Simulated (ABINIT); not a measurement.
Planning a run of ABINIT 10.8.3 on GaN (P6_3mc). The input:

```
acell 3*1.0 Angstrom
rprim 
  3.179999999980 0.000000000005 0.000000000000
  -1.589999999994 2.753960784015 0.000000000000
  0.000000000000 0.000000000000 5.166000000000
ntypat 2
znucl 31 7
natom 4
typat 1 1 2 2
xred 
  0.333333333333 0.666666666667 0.000000000000
  0.666666666667 0.333333333333 0.500000000000
  0.333333333333 0.666666666667 0.375000000000
  0.666666666667 0.333333333333 0.875000000000
pp_dirpath "pseudos"
pseudos "Ga.upf, N.upf"
ecut 45
ngkpt 6 6 4
nshiftk 1
shiftk 0 0 0
kptopt 1
chksymbreak 0
nband 32
occopt 1
tolvrs 1e-10
nstep 60
prtwf 0
optforces 0
optstress 0
indata_prefix "in"
outdata_prefix "out"
tmpdata_prefix "tmp"
```

The database entry behind the starting cell differs from later determinations by our own check (about 0.3 % short, ideal inner coordinate), so it need not match the best structure at ambient conditions.

```sh
OMP_NUM_THREADS=1 mpirun -n 8 abinit run.abi > log
```

Estimate wall time and host memory on 8 MPI ranks of Arm Neoverse V1, shared host.

It took 21 s; on shared hardware allow 11 s to 43 s. Peak host memory was 0.71 GiB.

[Paths, hosts, dates, memory and timing lines, banners, echoed tables and standing remarks are left out of the program output.]

[Logs are printed without paths, hosts, clocks, repeated set-up lines and the standing remarks that a program may print on its own settings, such as how far it seeks lower states.]

[Runs of the session that timed out or met a known fault of the program may be left out.]

[Hosts, paths, dates, database ids (printed as entryN), source tags and the programs' standing remarks are cut or masked in the printed files.]

[G0W0 gaps are taken among the corrected bands and points alone; a level outside them can change the order at an edge.]

[Where Ansatz stands beside ABINIT at settings called matched, ABINIT's density can come from a denser mesh and the files from another edition; pairs whose starting gaps differed by over 0.03 eV were left out, so agreement reads better than it is.]
